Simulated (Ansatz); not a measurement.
# Is Nb3AuC antiperovskite a stable metal?

Question: is the lattice of Nb3AuC antiperovskite stable, and if so, what are its coupling constant and resistivity?

Main program and level: Ansatz 0.2.0; DFT PBE, scalar-relativistic, plane waves, PAW.

Most raw output is cut from this account.

The structure was built from a prototype and need not be the compound's stable phase.

### 1. The structure

It takes space group Pm-3m (No. 221, cubic). Conventional cell: a = 4.215 Å, b = 4.215 Å, c = 4.215 Å, α = 90.00°, β = 90.00°, γ = 90.00°. Nearest to Au lie 12 Nb at 2.98 Å. Nearest to Nb lie 2 C at 2.11 Å and 8 Nb at 2.98 Å and 4 Au at 2.98 Å. Nearest to C lie 6 Nb at 2.11 Å. Farther neighbours are not listed.

### 2. Rough relaxation

The start is far from rest, so a relaxation with loose thresholds does the first part.

input.yaml

```yaml
crystal:
  lattice:
    - [4.215, 0.0, 0.0]
    - [0.0, 4.215, 0.0]
    - [0.0, 0.0, 4.215]
  atoms:
    - { symbol: Au, position: [0.0, 0.0, 0.0] }
    - { symbol: Nb, position: [0.5, 0.5, 0.0] }
    - { symbol: Nb, position: [0.5, 0.0, 0.5] }
    - { symbol: Nb, position: [0.0, 0.5, 0.5] }
    - { symbol: C, position: [0.5, 0.5, 0.5] }
kpoints:
  mp_grid: { grid: [6, 6, 6] }
hamiltonian:
  xc: pbe
scf:
  occupations: { method: gaussian, width: 0.1 }
output:
  forces: true
  stress: true
  eigenvalues: true
relax:
  adjacent_minimum: "off"
  f_tol: 0.05
  max_steps: 80
  cell: { stress_tol: 0.5 }
```

Run with:

```console
$ ansatz run input.yaml --threads 4 --pin off --max-ram 16384MiB --backend cpu --events-out ev --progress --plain --runs-dir out
```

The job ended after 5 s (4 threads of Arm Neoverse V1, shared host; peak memory 0.43 GiB).

The steps of the relaxation:

```
step  energy less that of the first step (eV)  largest force component (eV/Å)  pressure (GPa)  volume (Å³)
   1                                   0.0000                          0.0000           13.06        74.88
   2                                  -0.0412                          0.0000           -9.20        83.19
   3                                  -0.1625                          0.0000           -0.94        79.54
   4                                  -0.1639                          0.0000            0.08        79.15
  5*                                  -0.1670                          0.0000            0.11        79.15
```

Relaxation steps marked * repeat the geometry before them on a plane-wave basis chosen anew for their cell, so energy and pressure can jump there.

The run keeps the 48 symmetry operations that it works with, so distortions that break them were not tested.

```
conventional cell, symmetrised  before  after  change
                         a (Å)   4.215  4.294  +1.9 %
                         b (Å)   4.215  4.294  +1.9 %
                         c (Å)   4.215  4.294  +1.9 %
              volume (Å³/atom)   14.98  15.83  +5.7 %
```

Final coordinates:

```xyz
5
Lattice="4.2935 0.0000 0.0000 0.0000 4.2935 0.0000 0.0000 0.0000 4.2935" Properties=species:S:1:pos:R:3 pbc="T T T"
Au    0.0000    0.0000    0.0000
Nb    2.1468    2.1468    0.0000
Nb    2.1468    0.0000    2.1468
Nb    0.0000    2.1468    2.1468
C     2.1468    2.1468    2.1468
```

This step gave:

* pressure: 0.1131 GPa
* volume per atom: 15.83 Å³
* metallic on mesh: yes
* gap on the k-mesh: 0 eV

The largest force is now zero by symmetry and the largest stress component 0.11 GPa.

### 3. Relaxation

The structure is brought to rest under this functional.

input.yaml, the sections that differ from step 2:

```yaml
crystal:
  lattice:
    - [4.2935103933, 0.0, 0.0]
    - [0.0, 4.2935103933, 0.0]
    - [0.0, 0.0, 4.2935103933]
  atoms:
    - { symbol: Au, position: [0.0, 0.0, 0.0] }
    - { symbol: Nb, position: [0.5, 0.5, 0.0] }
    - { symbol: Nb, position: [0.5, 0.0, 0.5] }
    - { symbol: Nb, position: [0.0, 0.5, 0.5] }
    - { symbol: C, position: [0.5, 0.5, 0.5] }
relax:
  adjacent_minimum: "off"
  f_tol: 0.005
  max_steps: 80
  cell: { stress_tol: 0.05 }
# kpoints, hamiltonian, scf, output: as in step 2
```

Wall time 4.1 s (4 threads); peak memory 0.43 GiB; 15 s of CPU time.

Little changed from the start: no atom moved by 0.005 Å and no cell edge by 0.1 %.

Numbers from this step:

* pressure: 1.76e-4 GPa
* volume per atom: 15.84 Å³

The largest force is now zero by symmetry and the largest stress component 1.8e-4 GPa, small enough for phonons.

### 4. Phonons by linear response: q 2×2×2, k 4×4×4

Couplings are defined for a stable lattice alone, so phonons come first.

input.yaml

```yaml
crystal:
  lattice:
    - [4.2942920879, 0.0, 0.0]
    - [0.0, 4.2942920879, 0.0]
    - [0.0, 0.0, 4.2942920879]
  atoms:
    - { symbol: Au, position: [0.0, 0.0, 0.0] }
    - { symbol: Nb, position: [0.5, 0.5, 0.0] }
    - { symbol: Nb, position: [0.5, 0.0, 0.5] }
    - { symbol: Nb, position: [0.0, 0.5, 0.5] }
    - { symbol: C, position: [0.5, 0.5, 0.5] }
kpoints:
  mp_grid: { grid: [4, 4, 4] }
hamiltonian:
  xc: pbe
scf:
  occupations: { method: methfessel_paxton, width: 0.2 }
output:
  eigenvalues: true
phonons:
  method: dfpt
  qmesh: [2, 2, 2]
  temperatures: { t_max: 1000, t_step: 50 }
  qpath:
    path:
      - [[0.0, 0.0, 0.0], [0.0, 0.5, 0.0], [0.5, 0.5, 0.0], [0.0, 0.0, 0.0], [0.5, 0.5, 0.5], [0.0, 0.5, 0.0]]
      - [[0.5, 0.5, 0.5], [0.5, 0.5, 0.0]]
    npoints: 10
```

It took 62 s on 4 threads; peak memory 0.64 GiB.

Numbers from this step:

| Property | Result |
| --- | --- |
| share of imaginary modes in the plain interpolation between solved wavevectors | 0.0058 |
| highest frequency, solved or plainly interpolated | 672.5 cm⁻¹ |

Solved on the 2×2×2 mesh alone; all other wavevectors are interpolated. The phonon branches at the labelled points (cm⁻¹):

```
    point  branch 1  branch 2  branch 3  branch 4  branch 12  branch 13  branch 14  branch 15
        Γ         0         0         0       105        205        672        672        672
  halfway        33        33        66       100        226        672        672        672
        X        76        76        76        80        262        672        672        672
  halfway        50        72        73        85        263        661        666        666
        M        49        63        63        87        277        648        659        659
  halfway        43        43        82        97        228        666        668        669
        Γ         0         0         0       105        205        672        672        672
  halfway        53        53        86        96        236        664        664        665
        R       -34       -34       -34        81        314        656        656        656
  halfway        30        74        77        81        271        659        660        662
        X        76        76        76        80        262        672        672        672
jump to R       -34       -34       -34        81        314        656        656        656
  halfway        25        41        41        82        291        653        658        658
        M        49        63        63        87        277        648        659        659
```

Lowest modes at the softest wavevector of the mesh. The modes at q = (0.500, 0.500, 0.500) (shares of kinetic energy by element, %) (negative means imaginary):

```
mode  frequency (cm⁻¹)  Au %  Nb %  C %
   1             -34.2     0   100    0
   2             -34.2     0   100    0
   3             -34.2     0   100    0
   4              80.7    97     3    0
   5              80.7    97     3    0
   6              80.7    97     3    0
```

Displacements in mode 2 (-34.2 cm⁻¹), the largest set to 1, in the home cell (x, y, z of the real part, then of the imaginary part):
```
Au1  0.00  0.00  0.00  0.00  0.00  0.00
Nb2  1.00  0.26  0.00  0.01 -0.06  0.00
Nb3 -0.05  0.00 -0.26 -0.02  0.00  0.06
Nb4  0.00  0.05 -1.00  0.00  0.02 -0.01
C5   0.00  0.00  0.00  0.00  0.00  0.00
```

Displacements in mode 6 (80.7 cm⁻¹), the largest set to 1, in the home cell (x, y, z of the real part, then of the imaginary part):
```
Au1  0.00  0.26  1.00  0.00 -0.09  0.02
Nb2  0.05  0.00  0.00 -0.02  0.00  0.00
Nb3  0.18  0.00  0.00  0.00  0.00  0.00
Nb4  0.00  0.18  0.05  0.00  0.00 -0.02
C5   0.00  0.00  0.00  0.00  0.00  0.00
```

Among the solved wavevectors the lowest mode, translations apart, is -34.2 cm⁻¹, imaginary.

### 5. Phonons by linear response: q 2×2×2, k 6×6×6

An imaginary mode on so few k-points may come from the sampling, so the phonons are repeated with another k mesh.

input.yaml: that of step 4 with these lines changed.

```diff
@@ -12,3 +12,3 @@
 kpoints:
-  mp_grid: { grid: [4, 4, 4] }
+  mp_grid: { grid: [6, 6, 6] }
 hamiltonian:
```

The mesh is denser.

Run time: 2.2 min. Hardware: 4 threads; peak memory 0.86 GiB; 8.3 min of CPU time.

This step gave:

```yaml
share_of_imaginary_modes_in_the_plain_interpolation_between_solved_wavevectors: 0.007
highest_frequency_solved_or_plainly_interpolated: 682.8 cm⁻¹
```

Solved on the 2×2×2 mesh alone; all other wavevectors are interpolated. The phonon branches at the labelled points (cm⁻¹):

```
    point  branch 1  branch 2  branch 3  branch 4  branch 12  branch 13  branch 14  branch 15
        Γ         0         0         0       105        206        672        672        672
  halfway        39        39        71       101        233        672        672        677
        X        80        80        83        85        272        672        672        683
  halfway        55        78        84        85        271        663        668        674
        M        50        69        69        91        282        653        664        664
  halfway        49        51        84        98        234        668        672        673
        Γ         0         0         0       105        206        672        672        672
  halfway        56        56        87        97        241        668        668        669
        R       -42       -42       -42        82        316        668        668        668
  halfway        35        74        81        81        276        664        665        670
        X        80        80        83        85        272        672        672        683
jump to R       -42       -42       -42        82        316        668        668        668
  halfway        19        40        40        83        295        661        666        666
        M        50        69        69        91        282        653        664        664
```

Lowest modes at the softest wavevector of the mesh. Modes at q = (0.500, 0.500, 0.500), with each element's share of the kinetic energy (negative means imaginary):

```
mode  frequency (cm⁻¹)  Au %  Nb %  C %
   1             -41.8     0   100    0
   2             -41.8     0   100    0
   3             -41.8     0   100    0
   4              81.6    97     3    0
   5              81.6    97     3    0
   6              81.6    97     3    0
```

Displacements in mode 1 (-41.8 cm⁻¹), the largest set to 1, in the home cell (x, y, z of the real part, then of the imaginary part):
```
Au1  0.00  0.00  0.00  0.00  0.00  0.00
Nb2 -1.00 -0.26  0.00  0.05 -0.09  0.00
Nb3 -0.25  0.00  0.26 -0.10  0.00  0.09
Nb4  0.00  0.25  1.00  0.00  0.10 -0.05
C5   0.00  0.00  0.00  0.00  0.00  0.00
```

Displacements in mode 4 (81.6 cm⁻¹), the largest set to 1, in the home cell:
```
Au1 1.00 0.00 0.00
Nb2 0.00 0.17 0.00
Nb3 0.00 0.00 0.17
Nb4 0.00 0.00 0.00
C5  0.00 0.00 0.00
```

The modes has structure finer than the step of the table below, so its rows give means over 20 cm⁻¹, whole bins alone (the curve runs from -49.7 to 713 cm⁻¹). Peaks (cm⁻¹: height): Au 84.6: 0.0936; C 669.9: 0.158; Nb 51.0: 0.0319, 99.0: 0.0413, 180.6: 0.0692, 266.9: 0.0233, 669.9: 0.0113.

Phonopy on the run's constants, 13x13x13 mesh, Gaussian sigma 5.4 cm⁻¹. Modes against wavenumber; means over each step; values in 1/cm⁻¹/cell:

```
wavenumber (cm⁻¹)       Au        C       Nb
              -20   3.3e-5        0  0.00322
                0   1.1e-4   5.2e-6   8.7e-4
               20  0.00118   4.8e-5  0.00653
               40  0.00942   1.9e-4   0.0231
               60   0.0189   3.3e-4   0.0257
               80   0.0698   4.4e-4   0.0220
              100   0.0400  0.00106   0.0353
              120  0.00636   4.3e-4   0.0271
              140  0.00179   5.5e-4   0.0361
              160   9.0e-4   6.2e-4   0.0390
              180   7.5e-4  0.00177   0.0635
              200   6.4e-4  0.00215   0.0593
              220   2.3e-4  0.00114   0.0414
              240   1.3e-5   5.5e-4   0.0199
              260        0   4.1e-4   0.0168
              280        0   2.1e-4   0.0147
              300        0   3.9e-5  0.00340
              320        0   1.3e-6   4.1e-4
              340        0        0   1.0e-6
              360        0        0        0
              380        0        0        0
              400        0        0        0
              420        0        0        0
              440        0        0        0
              460        0        0        0
              480        0        0        0
              500        0        0        0
              520        0        0        0
              540        0        0        0
              560        0        0        0
              580        0        0        0
              600        0        0        0
              620        0        0        0
              640        0  0.00106   1.1e-4
              660        0   0.0780  0.00556
              680        0   0.0599  0.00422
              700        0   3.4e-4   1.1e-5
```

No LO-TO term; unit eigenvectors of the mass-weighted matrix. The modes at Γ (shares of kinetic energy by element, %):

```
mode  frequency (cm⁻¹)  symmetry  Au %  Nb %  C %
   1               0.0       T1u    40    57    2
   2               0.0       T1u    40    57    2
   3               0.0       T1u    40    57    2
   4             105.4       T1u    59    38    3
   5             105.4       T1u    59    38    3
   6             105.4       T1u    59    38    3
   7             181.6       T2u     0   100    0
   8             181.6       T2u     0   100    0
   9             181.6       T2u     0   100    0
  10             205.9       T1u     1    91    9
  11             205.9       T1u     1    91    9
  12             205.9       T1u     1    91    9
  13             672.3       T1u     0    14   86
  14             672.3       T1u     0    14   86
  15             672.3       T1u     0    14   86
```

Displacements in mode 6 (105.4 cm⁻¹), the largest set to 1:
```
Au1  0.15  0.23  1.00
Nb2 -0.09 -0.13 -0.82
Nb3 -0.09 -0.18 -0.60
Nb4 -0.12 -0.13 -0.60
C5  -0.13 -0.19 -0.86
```

Displacements in mode 7 (181.6 cm⁻¹), the largest set to 1:
```
Au1  0.00  0.00  0.00
Nb2  1.00  0.24  0.00
Nb3 -1.00  0.00 -0.55
Nb4  0.00 -0.24  0.55
C5   0.00  0.00  0.00
```

Among the solved wavevectors the lowest mode, translations apart, is -41.8 cm⁻¹, imaginary.

### 6. Summary of results

```yaml
phonon_run_of_the_rows_without_a_label_of_their_own: PBE, q 2×2×2, k 6×6×6
softest_mode_on_the_q_mesh: -41.8 cm⁻¹ at q = (0.5, 0.5, 0.5)
highest_frequency_solved_or_plainly_interpolated: 683 cm⁻¹
```

What this shows: The lattice is dynamically unstable at this level: a mode at q = (0.5, 0.5, 0.5) is imaginary, 41.8i cm⁻¹, so no harmonic coupling constant or resistivity is defined for this structure. These meshes are coarse, and single modes of a metal can move by tens of cm⁻¹ with the k mesh. The mode is weak and these meshes are coarse, so a denser k mesh or another smearing could remove it. Spin–orbit coupling, left out here, matters for Au. The phonon runs are not spin-polarised. The structure was built by hand as an ordered model, and its stability against other phases was not tested.

[Logs are printed without paths, hosts, clocks, repeated set-up lines and the standing remarks that a program may print on its own settings, such as how far it seeks lower states.]

[Hosts, paths, dates, database ids (printed as entryN), source tags and the programs' standing remarks are cut or masked in the printed files.]
